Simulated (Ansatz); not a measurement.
## CoH (Fm-3m): the cell at rest

Wanted: the relaxed cell of CoH (Fm-3m).

Calculated with Ansatz 0.2.0; DFT PBEsol, scalar-relativistic, plane waves, norm-conserving pseudopotentials.

### Step 1. The structure

Symmetry: Fm-3m, No. 225, cubic system. The conventional cell has a = 3.686 Å, b = 3.686 Å, c = 3.686 Å, α = 90.00°, β = 90.00°, γ = 90.00°. Nearest to Co lie 6 H at 1.84 Å. Nearest to H lie 6 Co at 1.84 Å. Farther neighbours are not listed.

Structure file:

```cif
data_structure
_symmetry_space_group_name_H-M 'Fm-3m'
_symmetry_Int_Tables_number 225
_cell_length_a 3.6859
_cell_length_b 3.6859
_cell_length_c 3.6859
_cell_angle_alpha 90.000
_cell_angle_beta 90.000
_cell_angle_gamma 90.000
_cell_volume 50.08
loop_
_atom_site_label
_atom_site_type_symbol
_atom_site_symmetry_multiplicity
_atom_site_Wyckoff_symbol
_atom_site_fract_x
_atom_site_fract_y
_atom_site_fract_z
_atom_site_occupancy
Co1 Co 4 a 0.00000 0.00000 0.00000 1
H1 H 4 b 0.50000 0.00000 0.00000 1
```

### Step 2. Probe on a coarse mesh

A quick single point on a coarse mesh tells whether the cell has a gap and how far it is from rest, which sets the k mesh and smearing that follow.

Contents of input.yaml:

```yaml
crystal:
  lattice:
    - [0.0, 1.84296171, 1.84296171]
    - [1.84296171, 0.0, 1.84296171]
    - [1.84296171, 1.84296171, 0.0]
  atoms:
    - { symbol: Co, position: [0.0, 0.0, 0.0], spin: 3.0 }
    - { symbol: H, position: [0.5, 0.5, 0.5] }
kpoints:
  mp_grid: { grid: [8, 8, 8] }
hamiltonian:
  xc: pbesol
  pseudopotentials: { kind: nc }
scf:
  occupations: { method: gaussian, width: 0.1 }
  lower_state_search: "off"
output:
  forces: true
  stress: true
  eigenvalues: true
  populations: true
magnetization:
  spin_polarized: true
```

The run is started by

```
ansatz run input.yaml --threads 4 --pin off --max-ram 7168MiB --backend cpu --events-out ev --progress --plain --runs-dir out
```

Numbers of over 12 decimals in the logs are rounded to 6 here.

Output:

```text
Engine: ansatz 0.2.0, aarch64-unknown-linux-gnu
Pseudopotentials: kind: nc
Pseudopotential: Co, nc, valence charge 17, recommended cutoff 1306.14654 eV (normal), Co.nc.azcp (PseudoDojo's, or run here from an input of PseudoDojo's: the run reads no file of this project's for it)
[...]
k-point 2 ↑: bands = [... 5 lower, 14.6900, 15.5179, 15.5179, 16.5211, 16.5211, 26.5785, 33.5209, 38.4624, ... 2 higher]
  k-point 28 ↓: bands = [... 5 lower, 15.5189, 15.5189, 17.2691, 18.8329, 22.1407, 23.9280, 23.9280, 26.5262, ... 2 higher]
--- Löwdin populations: 2 sites ---
  site symbol       q [e]    m [muB]
     0     Co     16.5938     1.2294
     1      H      1.2133    -0.0079
  spilling = 0.010716 (of n_electrons = 18.000000)
[key lines of the parts left out:]
SCF converged after 14 iterations
Magnetization: 1.1807 μB (9.5903 up, 8.4097 down)
Free energy (F): -4174.430401 eV
Fermi energy:    18.120537 eV
P = ⅓ Tr σ = -6.1782 GPa (-61.782 kbar)
```

It took 1.8 s on 4 threads of Arm Neoverse V2, shared host; peak memory 0.3 GiB; 5.2 s of CPU time.

This step gave:

| Property | Result |
| --- | --- |
| magnetization | 1.181 μB |
| absolute magnetization | 1.306 μB |
| site moments | 1.172, -0.02183 μB |
| pressure | -6.178 GPa |
| volume per atom | 6.260 Å³ |
| gap on the k-mesh | 0 eV |

The coarse mesh shows no gap and a pressure of -6.2 GPa.

### Step 3. Relaxation

Harmonic phonons are second derivatives at a point where the forces vanish, and they are wanted at zero stress, so atoms and cell are relaxed first.

input.yaml, the sections that differ from step 2:

```yaml
crystal:
  lattice:
    - [0.0, 1.84296171, 1.84296171]
    - [1.84296171, 0.0, 1.84296171]
    - [1.84296171, 1.84296171, 0.0]
  atoms:
    - { symbol: Co, position: [0.0, 0.0, 0.0], spin: 1.29 }
    - { symbol: H, position: [0.5, 0.5, 0.5] }
kpoints:
  mp_grid: { grid: [18, 18, 18] }
scf:
  occupations: { method: gaussian, width: 0.1 }
relax:
  adjacent_minimum: "off"
  f_tol: 0.005
  max_steps: 80
  cell: { stress_tol: 0.05 }
# hamiltonian, output, magnetization: as in step 2
```

Output:

```text
[...]
Crystal: 2 atoms, lattice volume = 12.519 Å³
Basis set: ecut = 1306.14654 eV, 1363 PW (Γ), exchange–correlation on 64×64×64 points (8 copies of the dense FFT grid, shifted against one another)
Bands: 14, of which v1, the nominal top of the filled ones, is band 9 counted from 1 (8 counted from 0)
Symmetry: 48 space group operations
[...]
k-points: 195 of 5832
[...]
Starting moments: Σ|m| = 1.29 μB on 1 of 2 sites
[...]
SCF iter  11: F=-4174.436186 eV  HF=-4174.436186 eV  |F-HF|=4.55e-12  |Δ(HF+E_count)|=  1.67e-10  Δρ=5.85e-7 (↑4.04e-7 ↓5.85e-7)  dr2=1.54e-11  dr2_m=1.50e-11  M=1.163 μB ∫|m|=1.288 μB  ethr=1.00e-12  ⟨swp⟩=1.0  Hψ=15803  notcnv=0
SCF 1 converged in 11 iterations: F = -4174.436186 eV  dr2 = 1.54e-11
relax step   1: F+E_penalty+E_count = -4174.43618593 eV  Δ(F+E_penalty+E_count) = +0.000e0 eV  max|allowed force component| = 1.446e-30 eV/Å  Δτ_max = 0.0000 Å  P = -6.725 GPa  Ω = 12.519 Å³  (11 SCF iters, dr2 threshold 1.00e-7 eV, accepted)
Crystal: 2 atoms, lattice volume = 12.287 Å³
[...]
Starting moments: Σ|m| = 1.29 μB on 1 of 2 sites; this step starts from the density that it was given
[...]
SCF iter   7: F=-4174.443172 eV  HF=-4174.443172 eV  |F-HF|=1.19e-10  |Δ(HF+E_count)|=   1.19e-8  Δρ=2.33e-6 (↑1.23e-6 ↓2.33e-6)  dr2=4.46e-11  dr2_m=3.35e-10  M=1.140 μB ∫|m|=1.262 μB  ethr=9.08e-12  ⟨swp⟩=1.8  Hψ=16079  notcnv=0
SCF 2 converged in 7 iterations: F = -4174.443172 eV  dr2 = 4.46e-11
relax step   2: F+E_penalty+E_count = -4174.44317227 eV  Δ(F+E_penalty+E_count) = -6.986e-3 eV  max|allowed force component| = 3.944e-31 eV/Å  Δτ_max = 0.0000 Å  P = -2.691 GPa  Ω = 12.287 Å³  energy of the carried Pulay correction = +1.077e-4 eV  (7 SCF iters, dr2 threshold 2.00e-7 eV, accepted)
Crystal: 2 atoms, lattice volume = 12.137 Å³
Basis set: ecut = 1306.14654 eV, 1291 PW (Γ), exchange–correlation on 64×64×64 points (8 copies of the dense FFT grid, shifted against one another)
[...]
SCF iter   6: F=-4174.444445 eV  HF=-4174.444445 eV  |F-HF|=2.57e-9  |Δ(HF+E_count)|=   7.36e-8  Δρ=7.82e-6 (↑7.26e-6 ↓7.82e-6)  dr2=4.39e-10  dr2_m=6.06e-9  M=1.127 μB ∫|m|=1.246 μB  ethr=1.55e-11  ⟨swp⟩=2.0  Hψ=17340  notcnv=0
SCF 3 converged in 6 iterations: F = -4174.444445 eV  dr2 = 4.39e-10
relax step   3: F+E_penalty+E_count = -4174.44444497 eV  Δ(F+E_penalty+E_count) = -1.273e-3 eV  max|allowed force component| = 4.602e-31 eV/Å  Δτ_max = 0.0000 Å  P = +0.163 GPa  Ω = 12.137 Å³  energy of the carried Pulay correction = +1.784e-4 eV  (6 SCF iters, dr2 threshold 2.00e-7 eV, accepted)
[...]
relax step   4: F+E_penalty+E_count = -4174.44444526 eV  Δ(F+E_penalty+E_count) = -2.886e-7 eV  max|allowed force component| = 2.691e-31 eV/Å  Δτ_max = 0.0000 Å  P = -0.000 GPa  Ω = 12.145 Å³  energy of the carried Pulay correction = +1.745e-4 eV  (4 SCF iters, dr2 threshold 6.67e-8 eV, accepted)
[...]
SCF iter   6: F=-4174.444315 eV  HF=-4174.444315 eV  |F-HF|=1.82e-12  |Δ(HF+E_count)|=  2.09e-11  Δρ=3.91e-7 (↑3.69e-7 ↓3.91e-7)  dr2=4.68e-12  dr2_m=8.13e-12  M=1.127 μB ∫|m|=1.246 μB  ethr=1.00e-12  ⟨swp⟩=5.4  Hψ=20667  notcnv=0
SCF 5 converged in 6 iterations: F = -4174.444315 eV  dr2 = 4.68e-12
relax step   5: F+E_penalty+E_count = -4174.44431456 eV  Δ(F+E_penalty+E_count) = +1.307e-4 eV  max|allowed force component| = 5.423e-31 eV/Å  Δτ_max = 0.0000 Å  P = -0.030 GPa  Ω = 12.145 Å³  stress off target by 3.05e-2 GPa  SCF on the basis re-selected at this cell (its energy is not comparable with the rows above)  (6 SCF iters)
basis re-selected at this cell: Δ(F+E_penalty+E_count) = +1.307e-4 eV, ΔP = -0.030 GPa vs the last step (what re-selecting the basis moved, of the pressure what is left beyond the Pulay correction that the steps carried, after the strain that the cell walked since its last selection, with what the two solves' SCF thresholds leave and, on support functions, any second-order correction that the steps lacked; it is no m [...]
SCF converged after 6 iterations
Magnetization: 1.1274 μB (9.5637 up, 8.4363 down)
Absolute magnetization: 1.2464 μB (∫|ρ↑−ρ↓|)
[...]
Per-site moments (μB) at R_I (Å): [(1.116305, 0.752568), (-0.020541, 0.752568)]
Free energy (F): -4174.444315 eV
[...]
Internal energy: -4174.439137 eV  (E = F + TS)
E sigma→0 (E₀):  -4174.441726 eV
Entropy (-TS):   -0.005178 eV (-2.589 meV/atom)
Fermi energy:    18.726768 eV
[...]
--- Stress (GPa, compression-positive) ---
       -0.030483      -0.000000      -0.000000
       -0.000000      -0.030483      -0.000000
       -0.000000      -0.000000      -0.030483
  P = ⅓ Tr σ = -0.0305 GPa (-0.305 kbar)
--- Band table (eV; the first three rows and the last of 390) ---
  k-point 0 ↑: bands = [... 5 lower, 15.9901, 15.9901, 15.9901, 17.1168, 17.1168, 34.0422, 39.3795, 40.0938, ... 1 higher]
  k-point 1 ↑: bands = [... 5 lower, 15.9525, 16.0175, 16.0175, 17.0994, 17.0994, 33.4275, 38.9533, 40.0338, ... 1 higher]
  k-point 2 ↑: bands = [... 5 lower, 15.8424, 16.0875, 16.0875, 17.0607, 17.0607, 31.9710, 37.7737, 39.8881, ... 1 higher]
  k-point 194 ↓: bands = [... 5 lower, 15.8464, 16.2800, 17.9200, 19.4842, 22.9564, 24.0466, 25.4384, 27.5038, ... 1 higher]
--- Relaxed structure (4 steps of the walk, 4 accepted, 1 SCFs on fresh bases) ---
  F+E_penalty+E_count = -4174.44431456 eV   max|allowed force component| = 5.423e-31 eV/Å   (the final SCF, on the basis selected at the relaxed cell)
  cell:  # Å, volume = 12.1450 Å³
    - [0, 1.824408, 1.824408]
    - [1.824408, 0, 1.824408]
    - [1.824408, 1.824408, 0]
  atoms:
    - { symbol: Co, position: [0, 0, 0] }
    - { symbol: H, position: [0.5, 0.5, 0.5] }
--- Löwdin populations: 2 sites ---
  site symbol       q [e]    m [muB]
     0     Co     16.5956     1.1744
     1      H      1.2083    -0.0076
  spilling = 0.010897 (of n_electrons = 18.000000)
```

Elapsed: 22 s, on 4 threads; peak memory 0.52 GiB.

The steps of the relaxation:

```tsv
step	energy less that of the first step (eV)	largest force component (eV/Å)	pressure (GPa)	volume (Å³)
1	0.0000	0.0000	-6.72	12.52
2	-0.0070	0.0000	-2.69	12.29
3	-0.0083	0.0000	0.16	12.14
4	-0.0083	0.0000	0.00	12.14
5*	-0.0081	0.0000	-0.03	12.14
```

Relaxation steps marked * repeat the geometry before them on a plane-wave basis chosen anew for their cell, so energy and pressure can jump there.

Forces are held to the 48 operations that the run works with; a distortion that breaks them can't arise in this run.

```tsv
conventional cell, symmetrised	before	after	change
a (Å)	3.686	3.649	-1.0 %
b (Å)	3.686	3.649	-1.0 %
c (Å)	3.686	3.649	-1.0 %
volume (Å³/atom)	6.26	6.07	-3.0 %
```

Final coordinates:

```cif
data_structure
_symmetry_space_group_name_H-M 'P 1'
_symmetry_Int_Tables_number 1
_cell_length_a 2.5801
_cell_length_b 2.5801
_cell_length_c 2.5801
_cell_angle_alpha 60.000
_cell_angle_beta 60.000
_cell_angle_gamma 60.000
_cell_volume 12.14
loop_
_atom_site_label
_atom_site_type_symbol
_atom_site_fract_x
_atom_site_fract_y
_atom_site_fract_z
_atom_site_occupancy
Co1 Co 0.00000 0.00000 0.00000 1
H2 H 0.50000 0.50000 0.50000 1
```

Numbers from this step:

```
magnetization          : 1.127 μB
absolute magnetization : 1.246 μB
site moments           : 1.116, -0.02054 μB
pressure               : -0.03048 GPa
volume per atom        : 6.072 Å³
```

In this step the volume went from 6.26 to 6.07 Å³/atom.

### Step 4. Relaxing to small forces for the phonons

Phonons need a cell at rest on their own settings, so the relaxation is repeated with tight tolerances on forces and stress on the k mesh and occupations of the first response run.

Contents of input.yaml:

```yaml
crystal:
  lattice:
    - [0.0, 1.8244078336, 1.8244078336]
    - [1.8244078336, 0.0, 1.8244078336]
    - [1.8244078336, 1.8244078336, 0.0]
  atoms:
    - { symbol: Co, position: [0.0, 0.0, 0.0], spin: 1.23 }
    - { symbol: H, position: [0.5, 0.5, 0.5] }
kpoints:
  mp_grid: { grid: [20, 20, 20] }
hamiltonian:
  xc: pbesol
  pseudopotentials: { kind: nc }
scf:
  occupations: { method: gaussian, width: 0.15 }
output:
  forces: true
  stress: true
  eigenvalues: true
  populations: true
  write_density: true
  write_potential: true
  elf: true
  volumetric_format: npy
magnetization:
  spin_polarized: true
relax:
  adjacent_minimum: "off"
  f_tol: 0.001
  max_steps: 60
  cell: { stress_tol: 0.01 }
```

Output:

```text
[...]
Crystal: 2 atoms, lattice volume = 12.145 Å³
Basis set: ecut = 1306.14654 eV, 1291 PW (Γ), exchange–correlation on 64×64×64 points (8 copies of the dense FFT grid, shifted against one another)
Bands: 14, of which v1, the nominal top of the filled ones, is band 9 counted from 1 (8 counted from 0)
[... 1 set-up line as in the run before ...]
[...]
cell:  # Å, volume = 12.1525 Å³
    - [0, 1.824784, 1.824784]
    - [1.824784, 0, 1.824784]
    - [1.824784, 1.824784, 0]
  atoms:
    - { symbol: Co, position: [0, 0, 0] }
    - { symbol: H, position: [0.5, 0.5, 0.5] }
--- Löwdin populations: 2 sites ---
  site symbol       q [e]    m [muB]
     0     Co     16.5943     1.1823
     1      H      1.2092    -0.0069
  spilling = 0.010915 (of n_electrons = 18.000000)
[key lines of the parts left out:]
SCF converged after 6 iterations
Magnetization: 1.1361 μB (9.5681 up, 8.4319 down)
Free energy (F): -4174.447546 eV
Fermi energy:    18.706871 eV
P = ⅓ Tr σ = 0.0019 GPa (0.019 kbar)
```

Run time: 23 s. Hardware: 4 threads; peak memory 0.58 GiB.

Little changed from the start: no atom moved by 0.005 Å and no cell edge by 0.1 %.

Numbers from this step:

| Property | Result |
| --- | --- |
| magnetization | 1.136 μB |
| absolute magnetization | 1.254 μB |
| site moments | 1.124, -0.02019 μB |
| pressure | 0.001868 GPa |
| volume per atom | 6.076 Å³ |

Spin density in the ac plane of the conventional cell at fractional y = 0.000, with atoms of Co and H within 0.2 Å of it.

Values in e/Å³, 14 rows by 14 columns, each cell a mean:
```
0.9 1.2 0.4 0.1 0.0 0.0 0.0 0.0 0.0 0.0 0.0 0.1 0.7 1.2
0.8 0.6 0.2 0.0 0.0 0.0 0.0 0.0 0.0 0.0 0.0 0.1 0.3 0.7
0.1 0.1 0.0 0.0 0.0 0.0 0.0 0.0 0.0 0.0 0.0 0.0 0.1 0.1
0.0 0.0 0.0 0.0 0.0 0.0 0.1 0.1 0.0 0.0 0.0 0.0 0.0 0.0
0.0 0.0 0.0 0.0 0.0 0.2 0.4 0.4 0.3 0.1 0.0 0.0 0.0 0.0
0.0 0.0 0.0 0.0 0.1 0.6 1.2 1.0 1.1 0.3 0.0 0.0 0.0 0.0
0.0 0.0 0.0 0.0 0.1 0.8 0.9 0.1 1.0 0.4 0.1 0.0 0.0 0.0
0.0 0.0 0.0 0.0 0.1 0.7 1.2 0.9 1.2 0.4 0.1 0.0 0.0 0.0
0.0 0.0 0.0 0.0 0.1 0.3 0.7 0.8 0.6 0.2 0.0 0.0 0.0 0.0
0.0 0.0 0.0 0.0 0.0 0.1 0.1 0.1 0.1 0.0 0.0 0.0 0.0 0.0
0.1 0.0 0.0 0.0 0.0 0.0 0.0 0.0 0.0 0.0 0.0 0.0 0.0 0.1
0.4 0.3 0.1 0.0 0.0 0.0 0.0 0.0 0.0 0.0 0.0 0.0 0.2 0.4
1.0 1.1 0.3 0.0 0.0 0.0 0.0 0.0 0.0 0.0 0.0 0.1 0.6 1.2
0.1 1.0 0.4 0.1 0.0 0.0 0.0 0.0 0.0 0.0 0.0 0.1 0.8 0.9
```
Columns run along a (3.6 Å), rows up along c (3.6 Å), edges of the conventional cell, whose origin can differ from the input's. Atoms in or near the plane, at fractional coordinates: Co at (0.00, 0.00), Co at (0.50, 0.50), H at (0.50, 0.00), H at (0.00, 0.50).

Electrostatic potential energy in the ac plane of the conventional cell at fractional y = 0.000, with atoms of Co and H within 0.2 Å of it. With pseudopotentials it is smooth inside the atoms' cores, unlike the true potential.

Ten even steps from '_' (-154 eV) to '@' (17 eV), each cell a mean:
```
__--##@@@@@@%%%%@@@@@@@@**::
++**%%@@@@@@@@@@@@@@@@@@%%**
%%@@@@@@@@@@@@@@@@@@@@@@@@@@
@@@@@@@@@@@@@@@@@@@@@@@@@@@@
@@@@@@@@@@%%####%%@@@@@@@@@@
%%@@@@@@@@**--::==%%@@@@@@@@
##%%@@@@%%++____::##@@@@@@%%
%%@@@@@@@@**::__--##@@@@@@%%
@@@@@@@@@@%%**++**%%@@@@@@@@
@@@@@@@@@@@@@@%%@@@@@@@@@@@@
@@@@@@@@@@@@@@@@@@@@@@@@@@@@
##%%@@@@@@@@@@@@@@@@@@@@%%##
::==%%@@@@@@@@%%@@@@@@@@**--
__::##@@@@@@%%##%%@@@@%%++__
```
Columns run along a (3.6 Å; values clipped at the 3rd and 97th percentile), rows up along c (3.6 Å), edges of the conventional cell, whose origin can differ from the input's. Atoms in or near the plane, at fractional coordinates: Co at (0.00, 0.00), Co at (0.50, 0.50), H at (0.50, 0.00), H at (0.00, 0.50).

ELF in the ac plane of the conventional cell at fractional y = 0.000, with atoms of Co and H within 0.2 Å of it. It is the smooth field of the valence electrons, not physical close to the nuclei.

Values, 14 rows by 14 columns, each cell a mean:
```
0.55 0.68 0.51 0.23 0.28 0.61 0.85 0.91 0.79 0.46 0.23 0.31 0.61 0.59
0.66 0.59 0.33 0.20 0.28 0.47 0.61 0.65 0.56 0.37 0.23 0.23 0.45 0.61
0.33 0.26 0.19 0.22 0.26 0.28 0.28 0.28 0.27 0.26 0.24 0.20 0.23 0.31
0.23 0.23 0.24 0.25 0.22 0.20 0.23 0.25 0.23 0.20 0.23 0.24 0.23 0.23
0.49 0.45 0.35 0.24 0.19 0.33 0.51 0.57 0.47 0.27 0.20 0.26 0.37 0.46
0.85 0.74 0.45 0.23 0.26 0.59 0.68 0.61 0.65 0.47 0.23 0.27 0.56 0.79
0.96 0.85 0.49 0.23 0.33 0.66 0.55 0.26 0.61 0.57 0.25 0.28 0.65 0.91
0.91 0.79 0.46 0.23 0.31 0.61 0.59 0.55 0.68 0.51 0.23 0.28 0.61 0.85
0.65 0.56 0.37 0.23 0.23 0.45 0.61 0.66 0.59 0.33 0.20 0.28 0.47 0.61
0.28 0.27 0.26 0.24 0.20 0.23 0.31 0.33 0.26 0.19 0.22 0.26 0.28 0.28
0.25 0.23 0.20 0.23 0.24 0.23 0.23 0.23 0.23 0.24 0.25 0.22 0.20 0.23
0.57 0.47 0.27 0.20 0.26 0.37 0.46 0.49 0.45 0.35 0.24 0.19 0.33 0.51
0.61 0.65 0.47 0.23 0.27 0.56 0.79 0.85 0.74 0.45 0.23 0.26 0.59 0.68
0.26 0.61 0.57 0.25 0.28 0.65 0.91 0.96 0.85 0.49 0.23 0.33 0.66 0.55
```
Columns run along a (3.6 Å), rows up along c (3.6 Å), edges of the conventional cell, whose origin can differ from the input's. Atoms in or near the plane, at fractional coordinates: Co at (0.00, 0.00), Co at (0.50, 0.50), H at (0.50, 0.00), H at (0.00, 0.50).

The forces vanish by symmetry and the pressure is 0.002 GPa, within the tolerances set. The cell now holds 6.08 Å³/atom.

### Step 5. What came out

```
space group after relaxation (within 0.01 Å) : Fm-3m
lattice constant a                           : 3.650 Å
lattice constant b                           : 3.650 Å
lattice constant c                           : 3.650 Å
volume per atom                              : 6.08 Å³
```

**Reading.** The forces vanish by symmetry and the pressure is 0.002 GPa, within the tolerances set. The cell now holds 6.08 Å³/atom. The relaxation keeps the symmetry of its start, so it says nothing on stability against lower symmetry. The magnetic state is the one that the run reached from its starting moments; a lower one was not ruled out.

[Logs are printed without paths, hosts, clocks, repeated set-up lines and the standing remarks that a program may print on its own settings, such as how far it seeks lower states.]

[Hosts, paths, dates, database ids (printed as entryN), source tags and the programs' standing remarks are cut or masked in the printed files.]
